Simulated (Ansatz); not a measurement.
# CsGeBr3 (Pm-3m): following an unstable mode

Wanted: the energy along a soft mode of CsGeBr3 (Pm-3m) and the structure at the end.

Calculated with Ansatz 0.2.0; DFT PBEsol, scalar-relativistic, plane waves, PAW; PAW set soft_1.

In doubt: the program warns that the response may not be converged on this k-mesh (step 2), which bears on the force constants and all frequencies.

**1. Set-up**

It takes space group Pm-3m (No. 221, cubic). The conventional cell has a = 5.470 Å, b = 5.470 Å, c = 5.470 Å, α = 90.00°, β = 90.00°, γ = 90.00°. Nearest to Cs lie 12 Br at 3.87 Å. Nearest to Ge lie 6 Br at 2.74 Å. Br has 2 Ge at 2.74 Å and 4 Cs at 3.87 Å nearest. Farther neighbours and most contacts between anions are not listed.

**2. Zone-centre response**

The cell comes from relaxations at this level that are not shown. The zone centre is the only wavevector solved here; it holds the modes that light can see, as far as symmetry allows. The response to a homogeneous field gives the Born charges and the dielectric tensor.

input.yaml reads:

```yaml
crystal:
  lattice:
    - [5.4702110526, 0.0, 0.0]
    - [0.0, 5.4702110526, 0.0]
    - [0.0, 0.0, 5.4702110526]
  atoms:
    - { symbol: Cs, position: [0.0, 0.0, 0.0] }
    - { symbol: Ge, position: [0.5, 0.5, 0.5] }
    - { symbol: Br, position: [0.5, 0.5, 0.0] }
    - { symbol: Br, position: [0.5, 0.0, 0.5] }
    - { symbol: Br, position: [0.0, 0.5, 0.5] }
kpoints:
  mp_grid: { grid: [12, 12, 12] }
hamiltonian:
  xc: pbesol
  pseudopotentials: { kind: paw, azcp: { folder: soft_1 }, xc_functional: pbe }
scf:
  occupations: { method: fixed }
output:
  eigenvalues: true
phonons:
  method: dfpt
  dielectric: true
  rigid_motions: translations
```

Started as:

```console
$ ansatz run input.yaml --threads 4 --pin off --max-ram 10240MiB --backend cpu --events-out ev --progress --plain --runs-dir out
```

Numbers of over 12 decimals in the logs are rounded to 6 here.

What it wrote:

```text
Engine: ansatz 0.2.0, aarch64-unknown-linux-gnu
Pseudopotentials: kind: paw
Pseudopotential: Cs, paw, valence charge 9, recommended cutoff 420 eV (normal), soft_1/Cs.paw.azcp
Pseudopotential: Ge, paw, valence charge 14, recommended cutoff 420 eV (normal), soft_1/Ge.paw.azcp
Pseudopotential: Br, paw, valence charge 7, recommended cutoff 420 eV (normal), soft_1/Br.paw.azcp
Functional definition: PBEsol
  exchange = pbesol_x
  correlation = pbesol_c
Crystal: 5 atoms, lattice volume = 163.686 Å³
Basis set: ecut = 420 eV, 3191 PW (Γ), exchange–correlation on 80×80×80 points (8 copies of the dense FFT grid, shifted against one another)
Bands: 27, of which v1, the nominal top of the filled ones, is band 22 counted from 1 (21 counted from 0)
Symmetry: 48 space group operations
k-points: 518 of 1728 (irreducible under 2 space group operations, time reversal used)
Non-local potential: Cs, projectors of the file, l = 0: 3, l = 1: 2, l = 2: 2, l = 3: 2
Non-local potential: Ge, projectors of the file, l = 0: 2, l = 1: 2, l = 2: 3, l = 3: 1
Non-local potential: Br, projectors of the file, l = 0: 2, l = 1: 2, l = 2: 2
PAW form: soft (Blöchl's): semilocal exchange-correlation on the pseudo side does not see the compensation charge
PAW frozen core: Cs, regenerated for the run's functional, and the local potential with it (the file was generated under x = pbe(κ = 0.804, μ = 0.219515), c = pbe(β = 0.066725))
PAW frozen core: Ge, regenerated for the run's functional, and the local potential with it (the file was generated under x = pbe(κ = 0.804, μ = 0.219515), c = pbe(β = 0.066725))
PAW frozen core: Br, regenerated for the run's functional, and the local potential with it (the file was generated under x = pbe(κ = 0.804, μ = 0.219515), c = pbe(β = 0.066725))
PAW one-centre angular grid: Cs, 194 points (default); XC on 64 Gauss nodes
PAW one-centre angular grid: Ge, 590 points (default); XC on 64 Gauss nodes
PAW one-centre angular grid: Br, 110 points (default); XC on 64 Gauss nodes
Initial density: superposition of atomic densities (chi_scale 0.1, normalization cell, long waves kept (reshape's long-wave potential 0.00 eV rms))
Initial wavefunctions: pseudopotential atomic-orbital guess
Functional: x = pbesol(κ = 0.804, μ = 0.123457), c = pbesol(β = 0.046)
SCF iter   1: F=—  HF=-18055.597730 eV  |F-HF|=—  |Δ(HF+E_count)|=         —  Δρ=2.62e-2  dr2=2.28e0  ethr=3.10e-3  ⟨swp⟩=5.0  Hψ=57116  notcnv=0  defer=1043
preconditioner: auto → Resta (q_TF=auto, 2.192 Å⁻¹)  ε∞=3.6  [insulator: Δε(μ)=0.119 eV  Ē_g=10.192 eV  n_scr=26 (ndim 8)  ℏωp=16.4 eV  f_vac=0.001  ε∞_Penn≈3.6]
SCF iter   2: F=—  HF=-18054.827830 eV  |F-HF|=—  |Δ(HF+E_count)|=   7.70e-1  Δρ=1.15e-2  dr2=6.31e-1  ethr=3.10e-3  ⟨swp⟩=3.4  Hψ=31662  notcnv=0  defer=1203
SCF iter   3: F=—  HF=-18054.524448 eV  |F-HF|=—  |Δ(HF+E_count)|=   3.03e-1  Δρ=3.30e-3  dr2=5.12e-2  ethr=1.43e-3  ⟨swp⟩=2.4  Hψ=25370  notcnv=0  defer=1438
SCF iter   4: F=—  HF=-18054.501848 eV  |F-HF|=—  |Δ(HF+E_count)|=   2.26e-2  Δρ=2.03e-3  dr2=7.28e-3  ethr=1.16e-4  ⟨swp⟩=2.4  Hψ=30787  notcnv=0  defer=1537
SCF iter   5: F=—  HF=-18054.498064 eV  |F-HF|=—  |Δ(HF+E_count)|=   3.78e-3  Δρ=6.48e-4  dr2=7.22e-4  ethr=1.65e-5  ⟨swp⟩=3.0  Hψ=27047  notcnv=0  defer=1550
SCF iter   6: F=—  HF=-18054.498469 eV  |F-HF|=—  |Δ(HF+E_count)|=   4.05e-4  Δρ=1.11e-4  dr2=1.69e-5  ethr=1.64e-6  ⟨swp⟩=2.1  Hψ=21281  notcnv=0  defer=1550
SCF iter   7: F=—  HF=-18054.498495 eV  |F-HF|=—  |Δ(HF+E_count)|=   2.67e-5  Δρ=1.23e-5  dr2=1.90e-7  ethr=3.84e-8  ⟨swp⟩=2.0  Hψ=22274  notcnv=0  defer=1441
SCF iter   8: F=—  HF=-18054.498495 eV  |F-HF|=—  |Δ(HF+E_count)|=   7.11e-8  Δρ=2.50e-6  dr2=1.13e-8  ethr=4.33e-10  ⟨swp⟩=2.0  Hψ=25326  notcnv=0  defer=1209
SCF iter   9: F=—  HF=-18054.498496 eV  |F-HF|=—  |Δ(HF+E_count)|=   2.18e-8  Δρ=4.61e-7  dr2=4.64e-10  ethr=2.57e-11  ⟨swp⟩=2.0  Hψ=24864  notcnv=0  defer=1209
SCF iter  10: F=-18054.498496 eV  HF=-18054.498496 eV  |F-HF|=9.46e-11  |Δ(HF+E_count)|=   1.14e-9  Δρ=1.16e-7  dr2=3.31e-11  ethr=1.00e-12  ⟨swp⟩=14.1  Hψ=97660  notcnv=0
SCF 1 converged in 10 iterations: F = -18054.498496 eV  dr2 = 3.31e-11
  greatest PAW one-centre occupation: 0.998 electrons in one spin orbital (limit 2), on the Ge atom at site 1 (counted from 0), in its partial waves of l = 2
DFPT response loops at Γ: preconditioner auto → Resta (q_TF=auto, 2.192 Å⁻¹)  ε∞=13.4 (no band partly filled); β = 1.00, the filter's whole step (`scf.mixing.beta` (0.50) is not read by the response loops at its default; to damp them type it under 1.00, their step now; it binds the ground state too); Broyden in place of MSR1
the response loops of the zone centre start from zero, take more passes and end by a threshold: the memory limit or budget leaves too little room for the subspace of the ground state's own states beside the solves, or none could be made (phonons.method)
── the response to a field inside a basis, on 14×14×14 k-points: an SCF that follows is theirs, and a resumed run solves both again ──
Bands: 23, of which v1, the nominal top of the filled ones, is band 22 counted from 1 (21 counted from 0)
k-points: 84
Initial density: handed on by an earlier stage of this run
Initial wavefunctions: pseudopotential atomic-orbital guess (no wavefunctions were taken with the density)
Eigensolver: Dense (84 Hₖ)
SCF iter   1: F=—  HF=-18054.483461 eV  |F-HF|=—  |Δ(HF+E_count)|=         —  Δρ=5.96e-5  dr2=2.63e-6  ethr=1.00e-1
preconditioner: auto → Resta (q_TF=auto, 2.192 Å⁻¹)  ε∞=4.6  [insulator: Δε(μ)=0.381 eV  Ē_g=8.676 eV  n_scr=26 (ndim 8)  ℏωp=16.4 eV  f_vac=0.022  ε∞_Penn≈4.6]
SCF iter   2: F=—  HF=-18054.483463 eV  |F-HF|=—  |Δ(HF+E_count)|=   1.88e-6  Δρ=3.86e-5  dr2=1.15e-6  ethr=5.97e-9
SCF iter   3: F=—  HF=-18054.483464 eV  |F-HF|=—  |Δ(HF+E_count)|=   1.11e-6  Δρ=1.06e-5  dr2=8.88e-8  ethr=2.61e-9
SCF iter   4: F=-18054.483464 eV  HF=-18054.483464 eV  |F-HF|=1.15e-8  |Δ(HF+E_count)|=   9.68e-8  Δρ=2.31e-6  dr2=8.35e-9  ethr=2.02e-10
SCF 1 converged in 4 iterations: F = -18054.483464 eV  dr2 = 8.35e-9
DFPT response loops at Γ: preconditioner auto → Resta (q_TF=auto, 2.192 Å⁻¹)  ε∞=12.5 (no band partly filled); β = 1.00, the filter's whole step (`scf.mixing.beta` (0.50) is not read by the response loops at its default; to damp them type it under 1.00, their step now; it binds the ground state too); Broyden in place of MSR1
WARN: field response: ε∞ stands inside a basis, on 14×14×14 points; the force constants stand on the 12×12×12 k-mesh, whose period is 8.41 times the interband length at k = (-0.5000, -0.5000, -0.5000), direct gap 0.335 eV, under 14: take them and everything formed from them as unconverged, and compare with a denser kpoints.mp_grid
SCF converged after 10 iterations
Free energy (F): -18054.498496 eV
Harris-Foulkes:  -18054.498496 eV  (|F-HF|=9.46e-11)
Internal energy: -18054.498496 eV  (E = F + TS)
E sigma→0 (E₀):  -18054.498496 eV
Fermi energy:    5.235493 eV
--- Per-component energies (eV) ---
  E_band       = -287.787287
  E_kinetic    = 629.792411
  E_local      = -3634.264501  (includes V_loc(G=0)·N_el)
  E_nonlocal   = 392.622913
  E_hartree    = 1577.795722
  E_xc         = -834.689782
  E_vxc        = -530.453096  (∫ρ·V_xc dr)
  E_paw        = -13748.245483  (= ΣΔE_a)
  E_vpaw       = -301.076456  (= ΣTr[D̂ρ^β])
  E_aug_tail   = 0.000007  (compensation charges beyond the density's cutoff)
  E_ewald      = -2438.848697
  E_core_change = 1.338914  (= ΣΔE_core)
  E_smearing   = -0.000000  (= −TS)
  E_closure    = 0.000000  (closes the sum)
  Σ components = -18054.498496   (vs F -18054.498496, Δ=0.00e0)
--- Band table (eV; the first three rows and the last of 518) ---
  k-point 0: bands = [... 18 lower, 2.3940, 2.6801, 2.6801, 2.6801, 7.9989, 8.6241, 8.6241, 9.2697, ... 1 higher]
  k-point 1: bands = [... 18 lower, 2.3781, 2.6608, 2.6620, 2.6620, 8.0953, 8.6835, 8.7001, 9.3001, ... 1 higher]
  k-point 2: bands = [... 18 lower, 2.3344, 2.6139, 2.6139, 2.6247, 8.3677, 8.8577, 8.9166, 9.3913, ... 1 higher]
  k-point 517: bands = [... 18 lower, 3.0985, 3.0985, 3.0985, 5.2355, 5.5704, 5.5704, 5.5704, 9.4831, ... 1 higher]
--- Phonons (Γ-DFPT): 4 representative perturbations + reference, on 518 of 1728 k-points (Σ response iterations 28) ---
  k mesh reduced under 2 symmetry operations, with k and −k counted as one. Each operation leaves every solved perturbation unchanged. A smaller set is not considered because the run solves the response to a homogeneous field
  ASR residual: 8.066e-5 → 0.000e0 eV/Å²; symmetrization residual: 4.012e-5 eV/Å²
  ASR residual per site (eV/Å²): 8.07e-5 2.69e-5 6.94e-5 6.94e-5 6.94e-5
  Γ frequencies (cm⁻¹): -61.23 -61.23 -61.23 0.00 0.00 0.00 41.51 41.51 41.51 51.64 51.64 51.64 75.85 75.85 75.85
  ε∞ (high-frequency dielectric tensor):
        8.955996     0.000000    -0.000000
        0.000000     8.955996     0.000000
       -0.000000     0.000000     8.955996
  softest optical mode at Γ: -61.23 cm⁻¹; the repairs (sum rule, projections) moved no ω² at Γ by more than (1.58 cm⁻¹)²
  Born effective charges Z* (e; rows j = field, columns β = displacement):
    site 0:
         1.34003   -0.00000   -0.00000
         0.00000    1.34003    0.00000
         0.00000    0.00000    1.34003
    site 1:
         5.61882    0.00000   -0.00000
         0.00000    5.61882    0.00000
        -0.00000    0.00000    5.61882
    site 2:
        -0.66978   -0.00000    0.00000
         0.00000   -0.66978    0.00000
         0.00000    0.00000   -5.61929
    site 3:
        -0.66978    0.00000    0.00000
        -0.00000   -5.61929    0.00000
         0.00000    0.00000   -0.66978
    site 4:
        -5.61929   -0.00000   -0.00000
         0.00000   -0.66978    0.00000
         0.00000    0.00000   -0.66978
  Z* charge neutrality: 2.062e-3 e pre-enforcement
  solved inside a basis spanned on kpoints, on 14×14×14 k-points transformed towards the longest dipole: ε∞ is read to err by 3.3e-2, Z* by 2.3e-2 e (field_mesh: kpoints solves on kpoints); Z* is corrected for what the basis lacks
  optical modes at Γ without the LO–TO term, one row a degenerate level:
      ω (cm⁻¹)  modes    IR ((D/Å)²/amu)
        -61.23      3            57.4711
         41.51      3             1.4051
         51.64      3             0.0000
         75.85      3             0.2730
  optical modes at Γ + LO–TO along q̂ = [1.0000, 0.0000, 0.0000]:
      ω (cm⁻¹)  modes    IR ((D/Å)²/amu)
        -61.23      2            38.3140
         39.51      1             0.0254
         41.51      2             0.9367
         51.64      3             0.0000
         75.44      1             0.0200
         75.85      2             0.1820
        158.62      1            19.6711
  optical modes at Γ + LO–TO along q̂ = [0.0000, 1.0000, 0.0000]:
      ω (cm⁻¹)  modes    IR ((D/Å)²/amu)
        -61.23      2            38.3140
         39.51      1             0.0254
         41.51      2             0.9367
         51.64      3             0.0000
         75.44      1             0.0200
         75.85      2             0.1820
        158.62      1            19.6711
  optical modes at Γ + LO–TO along q̂ = [0.0000, 0.0000, 1.0000]:
      ω (cm⁻¹)  modes    IR ((D/Å)²/amu)
        -61.23      2            38.3140
         39.51      1             0.0254
         41.51      2             0.9367
         51.64      3             0.0000
         75.44      1             0.0200
         75.85      2             0.1820
        158.62      1            19.6711
```

Elapsed: 9.4 min, on 4 threads of Arm Neoverse V2, shared host; peak memory 7.9 GiB.

This step gave:

* gap on the k-mesh: 0.3349 eV
* volume per atom: 32.74 Å³
* sum-rule residual before enforcement: 8.07e-5 eV/Å²
* miss of the charge sum rule: 0.002062 e
* estimated error of the dielectric tensor: 0.03285
* estimated error of the Born charges: 0.02312 e
* point group: m-3m
* highest optical mode at the zone centre (no LO-TO term): 75.85 cm⁻¹
* lowest optical zone-centre mode: -61.23 cm⁻¹
* mean high-frequency dielectric constant: 8.956
* largest Born charge (third of the trace): 5.619 e
* top of the zone-centre spectrum with the field: 158.6 cm⁻¹

Without the LO-TO term. Patterns of degenerate modes are one choice out of their space. The modes at Γ (shares of kinetic energy by element, %) (negative means imaginary):

```csv
mode,frequency (cm⁻¹),symmetry,Cs %,Ge %,Br %
1,-61.2,T1u,0,63,37
2,-61.2,T1u,0,63,37
3,-61.2,T1u,0,63,37
4,0.0,acoustic,30,16,54
5,0.0,acoustic,30,16,54
6,0.0,acoustic,30,16,54
7,41.5,T1u,69,9,21
8,41.5,T1u,69,9,21
9,41.5,T1u,69,9,21
10,51.6,T2u,0,0,100
11,51.6,T2u,0,0,100
12,51.6,T2u,0,0,100
13,75.8,T1u,1,12,88
14,75.8,T1u,1,12,88
15,75.8,T1u,1,12,88
```

Displacements in mode 2 (-61.2 cm⁻¹), the largest set to 1:
```
Cs1  0.00  0.00  0.00
Ge2  1.00  0.00  0.00
Br3 -0.10  0.00  0.00
Br4 -0.10  0.00  0.00
Br5 -0.72  0.00  0.00
```

Displacements in mode 10 (51.6 cm⁻¹), the largest set to 1:
```
Cs1  0.00  0.00  0.00
Ge2  0.00  0.00  0.00
Br3 -1.00 -0.11  0.00
Br4  1.00  0.00  0.37
Br5  0.00  0.11 -0.37
```

Before it was imposed, the acoustic sum rule was missed by 8.1e-5 eV/Å² and the charge sum rule by 0.0021 e. Small misses are needed for a sound result but don't prove that mesh and cutoff are converged. The lowest optical mode is imaginary, 61.2i cm⁻¹, so the energy falls along it.

The log warns of the k mesh: “the force constants stand on the 12×12×12 k-mesh, whose period is 8.41 times the interband length at k = (-0.5000, -0.5000, -0.5000), direct gap 0.335 eV, under 14: take them and everything formed from them as unconverged”.

**3. The mode frozen in, largest atomic shift 0 Å**

The mode followed lies at Γ with frequency 61.2i cm⁻¹ and is 3-fold degenerate, the softest among the wavevectors solved. At small amplitude the distorted cell has space group no. 160 by a symmetry search on the positions. The undistorted cell that holds it gives the zero of energy on the same k mesh.

Changes to input.yaml since step 2:

```diff
@@ -17,8 +17,6 @@
 scf:
-  occupations: { method: fixed }
+  occupations: { method: gaussian, width: 0.02 }
 output:
+  forces: true
+  stress: true
   eigenvalues: true
-phonons:
-  method: dfpt
-  dielectric: true
-  rigid_motions: translations
```

What it wrote:

```text
[...]
Crystal: 5 atoms, lattice volume = 163.686 Å³
Basis set: ecut = 420 eV, 3191 PW (Γ), exchange–correlation on 80×80×80 points (8 copies of the dense FFT grid, shifted against one another)
Bands: 27, of which v1, the nominal top of the filled ones, is band 22 counted from 1 (21 counted from 0)
Symmetry: 48 space group operations
[...]
k-points: 84 of 1728
[...]
k-point 0: bands = [... 18 lower, 2.3940, 2.6801, 2.6801, 2.6801, 7.9989, 8.6241, 8.6241, 9.2697, ... 1 higher]
  k-point 1: bands = [... 18 lower, 2.3781, 2.6607, 2.6620, 2.6620, 8.0953, 8.6834, 8.7000, 9.3001, ... 1 higher]
  k-point 2: bands = [... 18 lower, 2.3343, 2.6139, 2.6139, 2.6247, 8.3676, 8.8577, 8.9165, 9.3913, ... 1 higher]
  k-point 83: bands = [... 18 lower, 3.0985, 3.0985, 3.0985, 5.2355, 5.5703, 5.5703, 5.5703, 9.4831, ... 1 higher]
[key lines of the parts left out:]
SCF converged after 8 iterations
Free energy (F): -18054.498495 eV
Fermi energy:    5.402241 eV
P = ⅓ Tr σ = 0.0001 GPa (0.001 kbar)
```

The job ended after 6.2 s (4 threads; peak memory 0.64 GiB).

Numbers from this step:

- pressure: 6.64e-5 GPa
- energy from the undistorted cell: 0 meV/atom

At this level the gap is 0.33 eV on the k-mesh of the self-consistent run, which can miss the band edges.

**4. The mode frozen in, largest atomic shift 0.14 Å**

The atoms are moved along the unstable eigenvector, the largest shift by 0.14 Å, with the cell fixed.

input.yaml, the sections that differ from step 3:

```yaml
crystal:
  lattice:
    - [5.4702110526, 0.0, 0.0]
    - [0.0, 5.4702110526, 0.0]
    - [0.0, 0.0, 5.4702110526]
  atoms:
    - { symbol: Cs, position: [4.11376e-05, -4.11376e-05, -4.11376e-05] }
    - { symbol: Ge, position: [0.5147762192, 0.4852237808, 0.4852237808] }
    - { symbol: Br, position: [0.4985420648, 0.5014579352, 0.0105836317] }
    - { symbol: Br, position: [0.4985420648, 0.0105836317, 0.5014579352] }
    - { symbol: Br, position: [-0.0105836317, 0.5014579352, 0.5014579352] }
# kpoints, hamiltonian, scf, output: as in step 3
```

What it wrote:

```text
[...]
Crystal: 5 atoms, lattice volume = 163.686 Å³
Basis set: ecut = 420 eV, 3191 PW (Γ), exchange–correlation on 80×80×80 points (8 copies of the dense FFT grid, shifted against one another)
Bands: 27, of which v1, the nominal top of the filled ones, is band 22 counted from 1 (21 counted from 0)
Symmetry: 6 space group operations
[...]
P = ⅓ Tr σ = 0.4443 GPa (4.443 kbar)
--- Band table (eV; the first three rows and the last of 189) ---
  k-point 0: bands = [... 18 lower, 2.3801, 2.6512, 2.6512, 2.6912, 7.9807, 8.6056, 8.6056, 9.1112]
  k-point 1: bands = [... 18 lower, 2.3729, 2.6204, 2.6337, 2.6870, 8.0767, 8.6649, 8.6804, 9.1609]
  k-point 2: bands = [... 18 lower, 2.3429, 2.5614, 2.5869, 2.6703, 8.3480, 8.8391, 8.8943, 9.2511]
  k-point 188: bands = [... 18 lower, 3.0705, 3.0705, 3.0803, 5.3014, 5.7374, 5.8104, 5.8104, 9.4611]
[key lines of the parts left out:]
SCF converged after 8 iterations
Free energy (F): -18054.503252 eV
Fermi energy:    5.519388 eV
```

Elapsed: 22 s, on 4 threads; peak memory 0.9 GiB.

This step gave:

| Item | Value |
| --- | --- |
| pressure | 0.4443 GPa |
| gap on the k-mesh | 0.4361 eV |
| energy from the undistorted cell | -0.951 meV/atom |

The energy, extrapolated to zero smearing, is -0.95 meV/atom against the undistorted cell.

The run ends at a pressure of 0.44 GPa, with forces up to 0.043 eV/Å.

**5. Energy along the mode, all amplitudes (two of the runs are shown above)**

An imaginary frequency means negative curvature, so the energy should fall and then rise again as anharmonic terms take over.

Numbers from this step:

```yaml
depth_at_the_lowest_point_sampled: 0.951 meV/atom
largest_atomic_shift_at_that_point: 0.14 Å
```

The energy from the parent by largest atomic shift:

```
largest atomic shift (Å)  energy from the parent (meV/atom)
                  0.0000                                  0
                  0.0400                             -0.239
                  0.0800                             -0.777
                  0.1400                             -0.951
                  0.2200                               4.57
```

Displacement at unit largest shift by atom:

```
atom   x (Å)   y (Å)   z (Å)   size
 Cs1   0.002  -0.002  -0.002  0.003
 Ge2   0.577  -0.577  -0.577  0.999
 Br3  -0.057   0.057   0.414  0.422
 Br4  -0.057   0.414   0.057  0.422
 Br5  -0.414   0.057   0.057  0.422
```

The lowest of the steps tried is at 0.14 Å, 0.951 meV/atom below the parent; the bottom of the well need not coincide with a step.

(Part 1 of 2 ends here.)

[Logs are printed without paths, hosts, clocks, repeated set-up lines and the standing remarks that a program may print on its own settings, such as how far it seeks lower states.]

[Hosts, paths, dates, database ids (printed as entryN), source tags and the programs' standing remarks are cut or masked in the printed files.]
